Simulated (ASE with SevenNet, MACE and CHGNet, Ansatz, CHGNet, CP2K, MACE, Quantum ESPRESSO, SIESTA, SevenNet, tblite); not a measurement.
**Running Mg2+ BF4- in dimethyl sulfoxide and 1,3-dioxolane at 400 K (73 atoms) with machine-learned potentials**

How do the settings of machine-learned potentials change the result for Mg2+ BF4- in dimethyl sulfoxide and 1,3-dioxolane at 400 K (73 atoms)? A plane-wave run serves as the yardstick.

Calculated with ASE with SevenNet, MACE and CHGNet; the method is named at each step.

### Step 1. Starting point

The cell holds 73 atoms: 11 C, 6 O, 30 H, 4 S, 4 B, 16 F and 2 Mg. Cell: a = 9.474 Å, b = 9.474 Å, c = 9.474 Å, α = 90.0°, β = 90.0°, γ = 90.0°. 4 dimethyl sulfoxide, 1 1,3-dioxolane, 2 Mg2+, 4 BF4- placed at random, at 1.53 g/cm³; overlaps pushed apart, then 10 ps at 550 K with stiff harmonic cages for PF6 and BF4 with UFF radii; divalent ions of Li, Roberts, Chakravorty and Merz (J. Chem. Theory Comput. 9, 2733 (2013)); MMFF94 bonds, angles, torsions, charges and radii (Halgren, J. Comput. Chem. 17, 490 (1996)) in harmonic and 12-6 forms; charges of ions scaled by 0.8. Snapshot after 30 ps at 400 K and fixed volume. Then every atom was moved at random, 0.03 Å r.m.s. a Cartesian component (hydrogen 0.6 of that).

The yardstick, on the same geometry:

- method: Kohn-Sham DFT, PBE, PAW, plane waves (Ansatz 0.2.0); cutoff 420 eV, Γ point, fermi-dirac smearing of 0.05 eV; PAW set soft_2
- r.m.s. force component: 1.628 eV/Å
- longest force: 7.902 eV/Å
- pressure: 4.223 GPa
- gap (highest filled to lowest empty level): 4.207 eV
- SCF cycles: 10
- time: 3.1 s on 8 threads of Arm Neoverse V2, shared host
- CPU time: 20 s

### Step 2. SevenNet 0 potential

Method: machine-learned interatomic potential SevenNet 0, trained on PBE(+U) plane-wave data.

File run.py:

```python
import numpy as np
from ase.io import read
import mlip  # loads the published weights by name

atoms = read("structure.xyz")
atoms.calc = mlip.calc("7net-0")
energy = atoms.get_potential_energy()
forces = atoms.get_forces()
print(f"energy {energy:.6f} eV")
print("forces (eV/A)")
for i, (a, f) in enumerate(zip(atoms, forces)):
    print(f"{i:4d} {a.symbol:2s} {f[0]:10.5f} {f[1]:10.5f} {f[2]:10.5f}")
stress = -atoms.get_stress(voigt=False) * 160.21766
print("stress (GPa, compression positive)")
for row in stress:
    print(" ".join(f"{x:10.4f}" for x in row))
```

File structure.xyz:

```xyz
73
Lattice="9.47375 0.00000 0.00000 0.00000 9.47375 0.00000 0.00000 0.00000 9.47375" Properties=species:S:1:pos:R:3 pbc="T T T"
C 1.13761 5.88803 4.98765
C 2.23599 5.76667 3.87571
O 1.49742 5.02753 2.92578
C 0.36711 5.81035 2.99371
O 0.02899 6.40255 4.25277
H 1.27981 6.47919 5.77937
H 0.64545 4.89480 5.34954
H 2.97343 5.10465 4.35840
H 2.66241 6.66118 3.47488
H 0.41050 6.60860 2.15641
H 8.97789 5.11980 2.76378
C 7.14444 7.54300 1.20866
S 7.51988 6.71964 8.99210
C 8.18883 8.17708 8.30801
O 6.26461 6.36939 8.44935
H 6.69690 6.78292 1.70869
H 8.11891 7.79036 1.58240
H 6.51661 8.34798 0.88589
H 7.46863 9.01806 8.17225
H 9.09499 8.45561 8.64906
H 8.47872 7.83650 7.21360
C 0.33404 0.47037 4.85511
S 1.94382 1.46303 4.54361
C 2.00303 2.21733 6.19498
O 1.66729 2.52580 3.56706
H 0.52485 9.18186 5.60495
H 9.08343 1.24551 5.32993
H 0.04794 9.38072 3.99281
H 2.01990 3.19559 6.21592
H 0.97267 2.04624 6.61741
H 2.75781 1.65127 6.88060
C 5.45953 1.71778 5.85250
S 4.89395 3.39179 5.63148
C 6.57668 3.95245 5.04761
O 4.66753 3.87761 7.03691
H 4.92957 1.06362 5.05936
H 6.57620 1.55900 5.95330
H 5.13165 1.32661 6.89272
H 6.43684 5.03994 4.91536
H 7.37143 3.90442 5.87211
H 7.01181 3.46123 4.10630
C 3.76525 9.40459 1.93378
S 3.30388 0.69784 0.29482
C 4.96121 1.22069 9.45651
O 2.34191 1.78097 0.64838
H 4.41183 0.67813 2.52049
H 2.82157 9.14207 2.46801
H 4.24149 8.47171 1.51571
H 4.88561 2.06859 8.70230
H 5.49392 1.66558 0.87897
H 5.57435 0.47861 8.97894
B 4.28820 7.61595 6.10896
F 3.18650 7.99878 5.21018
F 4.34798 6.28460 6.39355
F 3.84956 8.01697 7.49430
F 5.52623 7.99954 5.68122
[... 13 atom lines left out ...]
F 2.65256 5.37541 8.29133
F 0.49159 5.21274 7.64295
Mg 4.68354 5.45129 8.08509
Mg 1.94420 3.42400 1.94496
```

Launch:

```bash
OMP_NUM_THREADS=1 python run.py > output.txt
```

The program printed:

```text
energy -384.662842 eV
forces (eV/A)
   0 C    -1.09936   -2.45965   -2.08266
   1 C     0.48503   -2.21898    3.91538
   2 O     0.73890    1.78243    1.31190
   3 C    -5.94011    0.70978   -4.30170
   4 O     1.40942   -0.13538   -1.39429
   5 H     1.14333    2.36596    2.92662
   6 H     1.77808    0.64979   -0.43797
   7 H     0.43805    0.19789   -0.47333
   8 H     0.08936    0.67590   -0.16410
   9 H     0.06482   -0.67707    1.30809
  10 H     0.36795    0.51945   -0.09233
  11 C     1.28952    0.43046   -2.99832
  12 S     4.93043    0.72121    3.94280
  13 C    -2.63027   -0.35742   -5.07674
  14 O    -3.70746   -0.04711   -2.35240
  15 H    -1.43014   -2.03517    1.79415
  16 H     0.48258    0.48071    0.36255
  17 H    -0.38281    0.80441    0.37641
  18 H     0.35308   -0.47389    0.37500
  19 H     2.81723    0.84894    1.99042
  20 H    -0.68126    0.49539    1.59760
  21 C     0.19402    2.09365    1.32881
  22 S    -0.29439   -2.44566    1.75700
  23 C    -0.94186   -6.04193    1.44555
[...]
65 F    -1.20508   -1.78652    2.98865
  66 B     1.46402    1.20257    3.37242
  67 F    -0.78065    2.21807    0.20979
  68 F    -0.45566   -1.36180   -0.27095
  69 F     2.22046   -0.86247   -1.25313
  70 F    -1.83732   -1.41621   -1.87295
  71 Mg   -1.20213   -0.14084    0.72359
  72 Mg   -0.26967   -0.69167   -2.27036
stress (GPa, compression positive)
    3.3855     0.0927     1.0019
    0.0927     5.6723    -0.5214
    1.0019    -0.5214     1.5528
```

Elapsed: 7.2 s, on 1 thread of Arm Neoverse V2, shared host; peak memory 0.91 GiB.

Banners, paths, timers and routine set-up lines are dropped from the logs unmarked, and long logs keep their key lines alone; longer cuts are marked.

Against the reference:

```
r.m.s. force component                  : 1.554 eV/Å
r.m.s. difference of force components   : 220.6 meV/Å
longest difference of force vectors     : 1554 meV/Å
force difference over r.m.s. force      : 13.55 %
slope of forces against the reference's : 0.9461
correlation of force components         : 0.9915
pressure                                : 3.537 GPa
pressure difference                     : -0.6857 GPa
```

Length of the force difference by element (eV/Å):

```
element  atoms  mean  most
      B      4  0.39  0.58
      C     11  0.38  0.70
      F     16  0.26  0.49
      H     30  0.12  0.27
     Mg      2  0.25  0.32
      O      6  0.60   1.3
      S      4  0.79   1.6
```

Local excerpt of 9 atoms (numbers count through the whole input) about Mg72, one of the 2 Mg atoms; x, y, z are measured from there.

```
atom      x      y      z  distance (Å)     Fx     Fy  Fz (eV/Å)
Mg72   0.00   0.00   0.00          0.00  -1.20  -0.14       0.72
 O15   1.58   0.92   0.36          1.86  -3.71  -0.05      -2.35
 O35  -0.02  -1.57  -1.05          1.89   0.15  -0.55       0.63
 F54  -0.34   0.83  -1.69          1.92  -0.15  -2.69      -1.56
 F59   0.47  -0.84   1.72          1.98   1.66  -1.41       0.29
 F70  -2.03  -0.08   0.21          2.04   2.22  -0.86      -1.25
 F55  -0.83   2.57  -0.59          2.76   0.64   1.10      -0.98
 F60  -0.93   0.19   2.77          2.93  -1.28   2.60       2.01
 B52  -0.40   2.16  -1.98          2.96  -2.07   1.99       1.18
```

Atoms are counted from 1 here, from 0 in the log.

Forces lie 14 % from the reference's, at 0.34 times its CPU time (on 1 against 8 cores).

### Step 3. MACE MP-0b3 medium potential

Method: machine-learned interatomic potential MACE MP-0b3 medium, trained on PBE(+U) plane-wave data.

Edit run.py of step 2 so:

```diff
@@ -5,3 +5,3 @@
 atoms = read("structure.xyz")
-atoms.calc = mlip.calc("7net-0")
+atoms.calc = mlip.calc("mace-mp-0b3-medium")
 energy = atoms.get_potential_energy()
```

structure.xyz is that of step 2.

The program printed:

```text
energy -383.345147 eV
forces (eV/A)
   0 C    -1.55976   -2.60483   -1.92423
   1 C     0.67394   -2.32643    3.76387
   2 O     0.77597    1.14467    0.29386
   3 C    -5.10840    0.85836   -3.40550
   4 O     0.80724    0.07261   -1.25840
   5 H     1.06977    2.57286    3.04162
   6 H     1.69096    1.00122   -0.49402
   7 H     0.43463    0.19362   -0.62002
   8 H     0.06993    0.78402   -0.19511
   9 H     0.01176   -0.94544    1.39498
  10 H     0.66839    0.48214   -0.07375
  11 C     1.38463    0.25483   -3.39918
  12 S     5.05299    1.21451    4.37885
  13 C    -2.89804   -0.55648   -5.27390
  14 O    -3.63629    0.18140   -2.22019
  15 H    -1.52666   -2.08479    1.89921
  16 H     0.41781    0.45054    0.28316
  17 H    -0.33031    0.75642    0.35946
  18 H     0.42352   -0.41843    0.43975
  19 H     2.99452    0.95821    2.01250
  20 H    -0.61022    0.40818    1.58848
  21 C     0.31169    2.16956    1.31996
  22 S    -0.10782   -2.55991    1.91434
  23 C    -1.01475   -5.94554    1.44964
[...]
65 F    -1.05932   -1.63935    2.73013
  66 B     1.24354    1.10456    3.34691
  67 F    -0.66736    2.15133    0.14971
  68 F    -0.45938   -1.34373   -0.40488
  69 F     1.88464   -0.82518   -1.12364
  70 F    -1.73422   -1.29090   -1.73796
  71 Mg   -1.36051   -0.10720    0.87995
  72 Mg   -0.14312   -0.48702   -2.28240
stress (GPa, compression positive)
    3.6476     0.2716     0.9494
    0.2716     5.8505    -0.3226
    0.9494    -0.3226     1.8315
```

Wall time 7.2 s (1 thread); peak memory 1.1 GiB.

Compared with the plane-wave run:

| Property | Result |
| --- | --- |
| r.m.s. force component | 1.535 eV/Å |
| r.m.s. difference of force components | 219.4 meV/Å |
| longest difference of force vectors | 1448 meV/Å |
| force difference over r.m.s. force | 13.48 % |
| slope of forces against the reference's | 0.9352 |
| correlation of force components | 0.9921 |
| pressure | 3.776 GPa |
| pressure difference | -0.4461 GPa |

Against the first run (14 %), the force difference from the reference is 13 %, at 1.0 times the CPU time.

### Step 4. CHGNet r2SCAN potential

Method: machine-learned interatomic potential CHGNet r2SCAN, trained on r2SCAN plane-wave data.

Edit run.py of step 3 so:

```diff
@@ -5,3 +5,3 @@
 atoms = read("structure.xyz")
-atoms.calc = mlip.calc("mace-mp-0b3-medium")
+atoms.calc = mlip.calc("chgnet-r2scan")
 energy = atoms.get_potential_energy()
```

structure.xyz is that of step 3.

The program printed:

```text
CHGNet vr2scan initialized with 412,525 parameters
CHGNet will run on cpu
energy -451.778900 eV
forces (eV/A)
   0 C    -1.41116   -2.63976   -1.72774
   1 C     1.33148   -2.10309    3.93159
   2 O     0.89612    0.85444    0.61132
   3 C    -5.42460    0.49812   -4.17588
   4 O     0.94976    0.04932   -0.87242
   5 H     1.16703    2.35522    3.01964
   6 H     1.60348    0.89734   -0.41341
   7 H     0.10377    0.46334   -0.73066
   8 H    -0.01885    0.49499   -0.22796
   9 H    -0.05181   -0.91692    1.16370
  10 H     0.61869    0.72670   -0.15522
  11 C     1.28263    0.69219   -2.52932
  12 S     4.23394    1.04275    3.50120
  13 C    -2.14366   -0.38907   -4.81054
  14 O    -3.62458   -0.49986   -2.14963
  15 H    -1.32771   -1.95110    1.51583
  16 H     0.36794    0.36586    0.23757
  17 H    -0.26495    0.52787    0.20660
  18 H     0.40004   -0.71438    0.35397
  19 H     2.63830    0.77909    1.74920
  20 H    -0.71591    0.66689    1.85633
  21 C    -0.14049    1.79663    1.34883
  22 S    -0.33908   -1.61800    1.62601
  23 C    -0.63132   -6.14631    1.64053
[...]
65 F    -0.87791   -1.30313    2.10896
  66 B     1.10832    0.63922    2.53917
  67 F    -0.48909    1.50274    0.12855
  68 F    -0.24054   -0.84032   -0.28044
  69 F     1.41974   -0.56324   -0.78236
  70 F    -1.46916   -0.97994   -1.46947
  71 Mg   -0.91172   -0.00935    0.53493
  72 Mg   -0.30269   -0.38393   -1.44487
stress (GPa, compression positive)
    1.6439     0.2398     1.1334
    0.2398     2.6044    -0.2570
    1.1334    -0.2570    -0.0125
```

Run time: 3.6 s. Hardware: 1 thread; peak memory 1.2 GiB.

Numbers from this run, and their distance from the reference:

```yaml
r_m_s_force_component: 1.39 eV/Å
r_m_s_difference_of_force_components: 398.1 meV/Å
longest_difference_of_force_vectors: 2392 meV/Å
force_difference_over_r_m_s_force: 24.45 %
slope_of_forces_against_the_reference_s: 0.8347
correlation_of_force_components: 0.9775
pressure: 1.412 GPa
pressure_difference: -2.811 GPa
```

Against the first run (14 %), the force difference from the reference is 24 %, at 0.48 times the CPU time; this potential was trained at another functional than the reference's.

### Step 5. Side by side

Differences are against the plane-wave reference, forces as r.m.s. over components; share is that over the reference's r.m.s. force, slope the least-squares factor from reference forces to these. Total energies of different programs have different zeros and aren't compared.

```
                         run  Δ force, r.m.s. (meV/Å)  share (%)  slope  Δ pressure (GPa)  cores  CPU time  memory (GiB)
                   reference                        -          -      -                 -      8      20 s          0.95
        SevenNet 0 potential                      221       13.6  0.946            -0.686      1     6.9 s          0.91
MACE MP-0b3 medium potential                      219       13.5  0.935            -0.446      1     7.1 s           1.1
     CHGNet r2SCAN potential                      398       24.5  0.835             -2.81      1     3.4 s           1.2
```

Times of the machine-learned potentials are mostly Python's start and the loading of weights.

CPU time is summed over cores on a shared host, where runs went side by side, so it is rough. Symmetry, cutoffs, thresholds, outputs and thread counts weren't matched or tuned between programs; memory under MPI is the largest rank's times the ranks.

A second geometry, displaced anew (every atom was moved at random, 0.08 Å r.m.s. a Cartesian component (hydrogen 0.6 of that)), gives an energy difference that all programs can be tested on. The reference puts it at 85.25 meV/atom.

```
                         run  energy less the first geometry's (meV/atom)  error (meV/atom)  force share at the second geometry (%)
        SevenNet 0 potential                                        84.14             -1.11                                    8.89
MACE MP-0b3 medium potential                                        86.97              1.71                                    7.63
     CHGNet r2SCAN potential                                        78.86             -6.39                                    18.4
```

### Step 6. What came out

```
nearest in forces : MACE MP-0b3 medium potential, 13 %
its CPU time      : 7.1 s
```

**Reading.** Machine-learned potentials differ by 13 % (MACE MP-0b3 medium potential) to 24 % (CHGNet r2SCAN potential); they were trained on other programs' data, some at another functional. The energy difference between the two geometries, 85.3 meV/atom in the reference, is met best by SevenNet 0 potential (-1.11) and worst by CHGNet r2SCAN potential (-6.39). Machine-learned potentials mimic data converged in k, so the reference's own k-point error enters their differences. The network of contacts between molecules at the start is that of the classical potential that made the cell, and needn't be the one that DFT or experiment would give. The reference's stress is far from hydrostatic: its diagonal is 4.1, 6.5, 2.1 GPa, compression counted positive. The reference's PBE has no dispersion term, which matters for the binding between molecules or layers. The electronic-structure runs sample only Γ, in a cell whose shortest periodic width is 9 Å.

[Also dropped from logs without a mark: logging warnings of Python, and SIESTA's first energy breakdown and zero terms.]

[Logs are printed without paths, hosts, clocks, repeated set-up lines and the standing remarks that a program may print on its own settings, such as how far it seeks lower states.]

[Hosts, paths, dates, database ids (printed as entryN), source tags and the programs' standing remarks are cut or masked in the printed files.]

[The MMFF94 radii named for the starting cell were scaled by 0.96; in molecules described by MMFF94, hydrogen bound to N, O or S took a small fixed 12-6 site in their place.]
